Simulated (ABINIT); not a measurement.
# Cl (Cmce): G0W0 with ABINIT, start to end

How does a plane-wave GW calculation on Cl (Cmce) run from the first input to the gap?

Calculated with ABINIT 10.8.3; PBE and many-body steps on it, plane waves.

This is a report of a sequence of runs, with most program output left out.

### Step 1. The structure

Symmetry: Cmce, No. 64, orthorhombic system. The conventional cell has a = 6.290 Å, b = 4.500 Å, c = 8.210 Å, α = 90.00°, β = 90.00°, γ = 90.00°. Nearest to Cl lie 1 Cl at 2.02 Å.

The cell and positions come from the Crystallography Open Database and are kept as given unless a step says otherwise.

### Step 2. Ground state

This step: ABINIT 10.8.3; DFT, PBE, plane waves, norm-conserving pseudopotentials.

The ground-state density comes first.

The input, run.abi:

```
acell 3*1.0 Angstrom
rprim 
  3.145000000000 -2.250000000000 0.000000000000
  3.145000000000 2.250000000000 0.000000000000
  0.000000000000 0.000000000000 8.210000000000
ntypat 1
znucl 17
natom 4
typat 1 1 1 1
xred 
  0.870000000000 0.130000000000 0.100000000000
  0.630000000000 0.370000000000 0.600000000000
  0.130000000000 0.870000000000 0.900000000000
  0.370000000000 0.630000000000 0.400000000000
pp_dirpath "pseudos"
pseudos "Cl.upf"
ecut 25
ngkpt 6 6 4
nshiftk 1
shiftk 0 0 0
kptopt 1
chksymbreak 0
nband 20
occopt 1
tolvrs 1e-10
nstep 60
prtwf 0
indata_prefix "in"
outdata_prefix "out"
tmpdata_prefix "tmp"
```

On the command line:

```
$ OMP_NUM_THREADS=1 mpirun -n 8 abinit run.abi > log
```

It took 15 s on 8 MPI ranks of Arm Neoverse V2, shared host; peak memory 0.65 GiB.

This step gave:

| Item | Value |
| --- | --- |
| total energy | -1784.7847 eV |
| gap | 2.469 eV |
| k of the valence top | 0.5, 0.5, 0 |
| k of the conduction bottom | 0, 0, 0 |
| least direct gap | 2.525 eV |
| pressure | 0.4830 GPa |

The gap is indirect, with the least direct gap 0.06 eV higher.

The cutoff was set for levels, not for stress, so the pressure can be off by some GPa.

### Step 3. Bands along the symmetry lines

Levels along a band path, at the cheap level, show where the edges lie and whether the meshes to come will hold them.

The input, run.abi:

```
acell 3*1.0 Angstrom
rprim 
  3.145000000000 -2.250000000000 0.000000000000
  3.145000000000 2.250000000000 0.000000000000
  0.000000000000 0.000000000000 8.210000000000
ntypat 1
znucl 17
natom 4
typat 1 1 1 1
xred 
  0.870000000000 0.130000000000 0.100000000000
  0.630000000000 0.370000000000 0.600000000000
  0.130000000000 0.870000000000 0.900000000000
  0.370000000000 0.630000000000 0.400000000000
pp_dirpath "pseudos"
pseudos "Cl.upf"
ecut 25
iscf -2
irdden 1
kptopt 0
nkpt 92
kpt 
  0.00000000 0.00000000 0.00000000
  0.06250000 0.06250000 0.00000000
  0.12500000 0.12500000 0.00000000
  0.18750000 0.18750000 0.00000000
  0.25000000 0.25000000 0.00000000
  0.31250000 0.31250000 0.00000000
  0.37500000 0.37500000 0.00000000
  0.43750000 0.43750000 0.00000000
  0.50000000 0.50000000 0.00000000
  0.48474461 0.51525539 0.00000000
  0.46948923 0.53051077 0.00000000
  0.45423384 0.54576616 0.00000000
  0.43897845 0.56102155 0.00000000
  0.42372307 0.57627693 0.00000000
  0.40846768 0.59153232 0.00000000
  0.39321230 0.60678770 0.00000000
  0.37795691 0.62204309 0.00000000
  -0.37795691 0.37795691 0.00000000
  -0.33071230 0.33071230 0.00000000
  -0.28346768 0.28346768 0.00000000
  -0.23622307 0.23622307 0.00000000
  -0.18897845 0.18897845 0.00000000
  -0.14173384 0.14173384 0.00000000
  -0.09448923 0.09448923 0.00000000
  -0.04724461 0.04724461 0.00000000
  0.00000000 0.00000000 0.00000000
  0.00000000 0.00000000 0.06250000
  0.00000000 0.00000000 0.12500000
  0.00000000 0.00000000 0.18750000
  0.00000000 0.00000000 0.25000000
  0.00000000 0.00000000 0.31250000
  0.00000000 0.00000000 0.37500000
  0.00000000 0.00000000 0.43750000
  0.00000000 0.00000000 0.50000000
  -0.04724461 0.04724461 0.50000000
  -0.09448923 0.09448923 0.50000000
  -0.14173384 0.14173384 0.50000000
  -0.18897845 0.18897845 0.50000000
  -0.23622307 0.23622307 0.50000000
  -0.28346768 0.28346768 0.50000000
  -0.33071230 0.33071230 0.50000000
  -0.37795691 0.37795691 0.50000000
  0.37795691 0.62204309 0.50000000
  0.39321230 0.60678770 0.50000000
  0.40846768 0.59153232 0.50000000
  0.42372307 0.57627693 0.50000000
  0.43897845 0.56102155 0.50000000
  0.45423384 0.54576616 0.50000000
  0.46948923 0.53051077 0.50000000
  0.48474461 0.51525539 0.50000000
  0.50000000 0.50000000 0.50000000
  0.50000000 0.50000000 0.43750000
  0.50000000 0.50000000 0.37500000
  0.50000000 0.50000000 0.31250000
  0.50000000 0.50000000 0.25000000
  0.50000000 0.50000000 0.18750000
  0.50000000 0.50000000 0.12500000
  0.50000000 0.50000000 0.06250000
  0.50000000 0.50000000 0.00000000
  0.00000000 0.00000000 0.00000000
  0.00000000 0.06250000 0.00000000
  0.00000000 0.12500000 0.00000000
  0.00000000 0.18750000 0.00000000
  0.00000000 0.25000000 0.00000000
  0.00000000 0.31250000 0.00000000
  0.00000000 0.37500000 0.00000000
  0.00000000 0.43750000 0.00000000
  0.00000000 0.50000000 0.00000000
  0.00000000 0.50000000 0.06250000
  0.00000000 0.50000000 0.12500000
  0.00000000 0.50000000 0.18750000
  0.00000000 0.50000000 0.25000000
  0.00000000 0.50000000 0.31250000
  0.00000000 0.50000000 0.37500000
  0.00000000 0.50000000 0.43750000
  0.00000000 0.50000000 0.50000000
  0.00000000 0.43750000 0.50000000
  0.00000000 0.37500000 0.50000000
  0.00000000 0.31250000 0.50000000
  0.00000000 0.25000000 0.50000000
  0.00000000 0.18750000 0.50000000
  0.00000000 0.12500000 0.50000000
  0.00000000 0.06250000 0.50000000
  0.00000000 0.00000000 0.50000000
  0.06250000 0.06250000 0.50000000
  0.12500000 0.12500000 0.50000000
  0.18750000 0.18750000 0.50000000
  0.25000000 0.25000000 0.50000000
  0.31250000 0.31250000 0.50000000
  0.37500000 0.37500000 0.50000000
  0.43750000 0.43750000 0.50000000
  0.50000000 0.50000000 0.50000000
istwfk *1
nband 21
nbdbuf 2
tolwfr 1e-08
nstep 40
prtwf 0
prtvol 0
indata_prefix "in"
outdata_prefix "out"
tmpdata_prefix "tmp"
```

Elapsed: 17 s, on 8 MPI ranks; peak memory 0.63 GiB; 2.2 min of CPU time.

Numbers from this step:

| Property | Result |
| --- | --- |
| gap | 2.457 eV |
| k of the valence top | 0.5, 0.5, 0 |
| k of the conduction bottom | -0.0945, 0.0945, 0 |
| least direct gap | 2.515 eV |

The gap is 2.457 eV, −0.012 eV from the run before at this level.

Electronic bands along the path, in eV, zero at the top of the highest filled band:

```
     point  band 11  band 12  band 13  band 14  band 15  band 16  band 17  band 18
         Γ    -0.70    -0.40    -0.15    -0.06     2.47     3.03     6.92     7.52
   halfway    -0.71    -0.45    -0.37    -0.07     2.55     2.88     8.41     8.55
         Y    -0.96    -0.89    -0.36     0.00     2.55     2.74     8.58     8.67
   halfway    -0.93    -0.81    -0.31     0.00     2.55     2.75     8.37     8.91
        F0    -0.84    -0.66    -0.21    -0.01     2.60     2.78     8.52     9.16
jump to Δ0    -0.84    -0.66    -0.21    -0.01     2.60     2.78     8.52     9.16
   halfway    -0.40    -0.30    -0.24    -0.05     2.64     2.98     8.22     8.70
         Γ    -0.70    -0.40    -0.15    -0.06     2.47     3.03     6.92     7.52
   halfway    -0.70    -0.49    -0.13    -0.07     2.51     2.91     7.11     7.57
         Z    -0.64    -0.64    -0.10    -0.10     2.67     2.67     7.46     7.46
   halfway    -0.22    -0.22    -0.14    -0.14     2.77     2.77     8.31     8.31
        B0    -0.41    -0.41    -0.40    -0.40     2.68     2.68     9.21     9.21
jump to G0    -0.41    -0.41    -0.40    -0.40     2.68     2.68     9.21     9.21
   halfway    -0.61    -0.61    -0.44    -0.44     2.61     2.61     8.99     8.99
         T    -0.70    -0.70    -0.46    -0.46     2.58     2.58     8.93     8.93
   halfway    -0.85    -0.80    -0.47    -0.13     2.54     2.68     8.67     8.79
         Y    -0.96    -0.89    -0.36     0.00     2.55     2.74     8.58     8.67
 jump to Γ    -0.70    -0.40    -0.15    -0.06     2.47     3.03     6.92     7.52
   halfway    -0.42    -0.30    -0.25    -0.15     2.54     2.97     7.90     8.17
         S    -0.51    -0.51    -0.15    -0.15     2.85     2.85     8.30     8.30
   halfway    -0.46    -0.46    -0.09    -0.09     2.80     2.80     8.40     8.40
         R    -0.43    -0.43     0.00     0.00     2.75     2.75     8.52     8.52
   halfway    -0.39    -0.39    -0.16    -0.16     2.75     2.75     8.05     8.05
         Z    -0.64    -0.64    -0.10    -0.10     2.67     2.67     7.46     7.46
   halfway    -0.71    -0.71    -0.18    -0.18     2.66     2.66     8.76     8.76
         T    -0.70    -0.70    -0.46    -0.46     2.58     2.58     8.93     8.93
```

### Step 4. Empty states on the mesh, 4×4×2 mesh, 111 bands

The sums over transitions need many empty states on a uniform mesh; this step solves for them.

The input, run.abi:

```
acell 3*1.0 Angstrom
rprim 
  3.145000000000 -2.250000000000 0.000000000000
  3.145000000000 2.250000000000 0.000000000000
  0.000000000000 0.000000000000 8.210000000000
ntypat 1
znucl 17
natom 4
typat 1 1 1 1
xred 
  0.870000000000 0.130000000000 0.100000000000
  0.630000000000 0.370000000000 0.600000000000
  0.130000000000 0.870000000000 0.900000000000
  0.370000000000 0.630000000000 0.400000000000
pp_dirpath "pseudos"
pseudos "Cl.upf"
ecut 25
ngkpt 4 4 2
nshiftk 1
shiftk 0 0 0
kptopt 1
chksymbreak 0
iscf -2
irdden 1
istwfk *1
nband 111
nbdbuf 10
tolwfr 1e-09
nstep 60
prtvol 0
indata_prefix "in"
outdata_prefix "out"
tmpdata_prefix "tmp"
```

Run time: 24 s. Hardware: 8 MPI ranks; peak memory 0.65 GiB; 3.2 min of CPU time.

This step gave:

```yaml
gap: 2.469 eV
k_of_the_valence_top: 0.5, 0.5, 0
k_of_the_conduction_bottom: 0, 0, 0
least_direct_gap: 2.525 eV
k_points_computed: 14
lowest_point_of_the_top_converged_band_above_the_valence_top: 43.76 eV
```

On this mesh the gap is 2.469 eV.

### Step 5. Screening, 4×4×2 mesh, 101 bands, screening to 108.8 eV

The RPA dielectric matrix is built and inverted for each q.

This step: RPA screening on PBE, plane waves, norm-conserving pseudopotentials.

Changes to run.abi since step 4:

```diff
@@ -22,10 +22,11 @@
 chksymbreak 0
-iscf -2
-irdden 1
 istwfk *1
-nband 111
-nbdbuf 10
-tolwfr 1e-09
-nstep 60
-prtvol 0
+occopt 1
+irdwfk 1
+optdriver 3
+nband 101
+ecuteps 4
+inclvkb 2
+awtr 1
+symchi 1
 indata_prefix "in"
```

Wall time 33 s (8 MPI ranks); peak memory 2.1 GiB; 4.4 min of CPU time.

This step gave:

```yaml
eps_infinity_with_local_fields_on_this_mesh_along_the_program_s_q_direction: 2.817
the_same_without_local_fields: 3.458
plasma_frequency: 18.23 eV
plane_waves_in_the_screening_matrix: 299
```

Local fields lower ε∞ by 19 %. On a Γ-centred mesh this coarse the value itself is usually too large, while a short band sum pulls it down.

### Step 6. Self-energy, 4×4×2 mesh, 101 bands, screening to 108.8 eV

The self-energy is evaluated for the states that the input lists, and the levels follow from it, in one-shot runs by the linearised quasiparticle equation.

This step: G0W0 on PBE, plane waves, norm-conserving pseudopotentials.

Changes to run.abi since step 5:

```diff
@@ -25,8 +25,17 @@
 irdwfk 1
-optdriver 3
+optdriver 4
 nband 101
+gwcalctyp 0
+ecutsigx 25
+symsigma 1
+nkptgw 2
+kptgw 
+  0.5000000000 0.5000000000 0.0000000000
+  0.0000000000 0.0000000000 0.0000000000
+bdgw 
+  13 16
+  13 16
 ecuteps 4
-inclvkb 2
-awtr 1
-symchi 1
+irdscr 1
+ppmodel 1
 indata_prefix "in"
```

Elapsed: 7.1 s, on 8 MPI ranks; peak memory 1.9 GiB; 56 s of CPU time.

This step gave:

```
G0W0 gap on the points computed              : 5.637 eV
starting gap on the mesh                     : 2.469 eV
k of the valence top                         : 0.5, 0.5, 0
k of the conduction bottom                   : 0, 0, 0
Z at the valence top                         : 0.793
Z at the conduction bottom                   : 0.797
least direct G0W0 gap on the computed points : 5.688 eV
```

The gap on the mesh goes from 2.47 eV to 5.64 eV, a correction of +3.17 eV.

Limits: finite bands, cutoff and mesh; coarse k mesh. v1 is the top filled band, c1 the lowest empty one. The levels before and after the correction (eV, zero at the valence-band top of each column):

```
           conduction bottom  valence top
Kohn-Sham               2.47         0.00
     G0W0               5.64         0.00
```

```csv
,level,energy (eV)
Kohn-Sham,(0.5 0.5 0) v2,-0.362
Kohn-Sham,(0.5 0.5 0) v1,0.000
Kohn-Sham,(0.5 0.5 0) c1,2.546
Kohn-Sham,(0.5 0.5 0) c2,2.736
Kohn-Sham,Γ v2,-0.146
Kohn-Sham,Γ v1,-0.056
Kohn-Sham,Γ c1,2.469
Kohn-Sham,Γ c2,3.031
G0W0,(0.5 0.5 0) v2,-0.317
G0W0,(0.5 0.5 0) v1,0.000
G0W0,(0.5 0.5 0) c1,5.776
G0W0,(0.5 0.5 0) c2,6.006
G0W0,Γ v2,-0.173
G0W0,Γ v1,-0.051
G0W0,Γ c1,5.637
G0W0,Γ c2,6.371
```

### Step 7. Where the time went

Times are wall times on 8 MPI ranks of Arm Neoverse V2, shared host, good to a factor of about two.

| step | time | share | memory (GiB) |
| --- | --- | --- | --- |
| ground state | 15 s | 15 % | 0.65 |
| bands along the symmetry lines | 17 s | 17 % | 0.63 |
| empty states on the mesh | 24 s | 25 % | 0.65 |
| screening | 33 s | 34 % | 2.1 |
| self-energy | 7.1 s | 7 % | 1.9 |

### Step 8. What came out

| Quantity | Value |
| --- | --- |
| PBE gap | 2.46 eV, indirect |
| G0W0 gap on the mesh | 5.64 eV |
| GW settings | 4×4×2 mesh, 101 bands, screening to 108.8 eV, Godby-Needs plasmon pole |
| known limits | not at the basis limit; coarse k mesh |

G0W0 moves the gap on the mesh from 2.47 eV to 5.64 eV (+3.17 eV), with Z of 0.79 and 0.80 at the edges. Local fields lower the RPA ε∞ on this mesh from 3.46 to 2.82; a Γ-centred mesh this coarse tends to raise both, most where the direct gap is narrow, while a short band sum lowers them. Only 2 of the mesh's irreducible points were corrected, so a valley elsewhere could overtake. Bands and cutoff are finite, so the gap is not at the basis limit. The miss can reach some tenths of an eV and take either sign; the mesh is an error of its own. In the G0W0 run levels were corrected at 2 k points alone, so a gap called «on the mesh» is the least over those, and an edge elsewhere would be missed. The 4×4×2 mesh is coarse for this cell, which bears on the long-range parts of exchange and screening.

[Paths, hosts, dates, memory and timing lines, banners, echoed tables and standing remarks are left out of the program output.]

[Logs are printed without paths, hosts, clocks, repeated set-up lines and the standing remarks that a program may print on its own settings, such as how far it seeks lower states.]

[Runs of the session that timed out or met a known fault of the program may be left out.]

[Hosts, paths, dates, database ids (printed as entryN), source tags and the programs' standing remarks are cut or masked in the printed files.]

[G0W0 gaps are taken among the corrected bands and points alone; a level outside them can change the order at an edge.]

[Where Ansatz stands beside ABINIT at settings called matched, ABINIT's density can come from a denser mesh and the files from another edition; pairs whose starting gaps differed by over 0.03 eV were left out, so agreement reads better than it is.]
